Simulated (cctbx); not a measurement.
# What is wrong with this refinement?

Cell a = 7.7920 Å, b = 13.7720 Å, c = 10.2970 Å, α = 90.00°, β = 93.18°, γ = 90.00°; space group P2_1/c (no. 14). The compound is Cs4P2RuSe8.

Simulated single-crystal data (cctbx): Ag Kα, λ = 0.56087 Å, to d = 0.75 Å, 50 % of the full sphere, strongest reflection 20000 counts, noise from counting, a 6 % proportional error and a noise floor of 8 counts (s.d.); no absorption.

An anisotropic refinement with weights 1/σ² prints:

```text
Rint 0.051, 134 unique reflections to 2.00 A
cycle     R1     wR2    GooF  max shift (A)
   1  0.0217  0.0594   1.329   0.01018
   2  0.0165  0.0395   0.884   0.00010
final R1 0.0165 wR2 0.0395 GooF 0.884  parameters 69  data/parameter 1.9
atom        x        y        z      Ueq    occ   su(xyz)  su(Uiso or U11)
Cs1    0.27195  0.15563  0.96575  -0.0009  1.000  0.00038  0.0040  NPD
Cs2    0.82281  0.36773  0.82465   0.0043  1.000  0.00041  0.0046  NPD
Ru1    0.50000  0.50000  0.00000   0.0037  1.000  0.00000  0.0082  NPD
Se1    0.00949  0.12779  0.66025   0.0097  1.000  0.00081  0.0096  NPD
Se2    0.52391  0.35112  0.13891   0.0076  1.000  0.00084  0.0090  NPD
Se3    0.76233  0.10238  0.94821   0.0050  1.000  0.00068  0.0064  NPD
Se4    0.31832  0.42806  0.81773   0.0060  1.000  0.00069  0.0072  NPD
P1     0.75773  0.08436  0.74022  -0.0028  1.000  0.00185  0.0182  NPD
difference map: max 0.20 min -0.25 rms 0.07
Q1    0.1446  0.2197  0.0290    4    0.20  1.50 A from Cs1
Q2    0.1368  0.6958  0.1808    4    0.20  0.93 A from Cs2
Q3    0.0387  0.0727  0.8271    4    0.19  1.88 A from Se1
Q4    0.4774  0.6744  0.4384    4    0.19  2.15 A from Cs1
Q5    0.4382  0.1822  0.3382    4    0.18  1.79 A from Se4
Q6    0.2000  0.2000  0.0000    4    0.18  0.91 A from Cs1
```

**Question.** Can this result stand? If not, what is the likely fault?

Mend it. The fault: data cut at low resolution. Against the right model at the same level, R1 goes from 0.0266 to 0.0165 and GooF from 0.96 to 0.88 and Cs1, Cs2, Ru1, Se1, Se2, Se3, Se4 and P1 go non-positive-definite. The atoms are right, but there are too few data for the parameters: R1 flatters and the s.u.s grow. Data per parameter fall from 36.9 to 1.9.

The compound is Cs4P2RuSe8. The right model at the same level gives:

```text
Rint 0.046, 2543 unique reflections to 0.75 A
cycle     R1     wR2    GooF  max shift (A)
   1  0.0421  0.1113   1.603   0.00356
   2  0.0266  0.0664   0.956   0.00000
final R1 0.0266 wR2 0.0664 GooF 0.956  parameters 69  data/parameter 36.9
atom        x        y        z      Ueq    occ   su(xyz)  su(Uiso or U11)
Cs1    0.27165  0.15541  0.96554   0.0038  1.000  0.00004  0.0001
Cs2    0.82280  0.36782  0.82439   0.0063  1.000  0.00004  0.0002
Ru1    0.50000  0.50000  0.00000   0.0056  1.000  0.00000  0.0003
Se1    0.00974  0.12760  0.66043   0.0108  1.000  0.00007  0.0003
Se2    0.52295  0.35101  0.13820   0.0109  1.000  0.00007  0.0002
Se3    0.76196  0.10218  0.94803   0.0073  1.000  0.00006  0.0002
Se4    0.31782  0.42793  0.81834   0.0084  1.000  0.00006  0.0002
P1     0.75770  0.08457  0.73950   0.0054  1.000  0.00016  0.0005
difference map: max 1.28 min -1.31 rms 0.33
Q1    0.2847  0.6754  0.1457    4    1.32  1.09 A from Cs2
Q2    0.1877  0.2116  0.2354    4    1.31  2.31 A from Se4
Q3    0.1093  0.0373  0.3193    4    1.24  1.69 A from Se4
Q4    0.2511  0.5825  0.4580    4    1.18  1.02 A from Se3
Q5    0.4743  0.1698  0.2876    4    1.17  1.85 A from Se4
Q6    0.0671  0.0058  0.4954    4    1.16  2.45 A from Se1
```

This is a model crystal, built by substitution and not relaxed, with assumed displacement parameters.

[Middle refinement cycles are left out of these outputs.]

[Logs are printed without paths, hosts, clocks, repeated set-up lines and the standing remarks that a program may print on its own settings, such as how far it seeks lower states.]
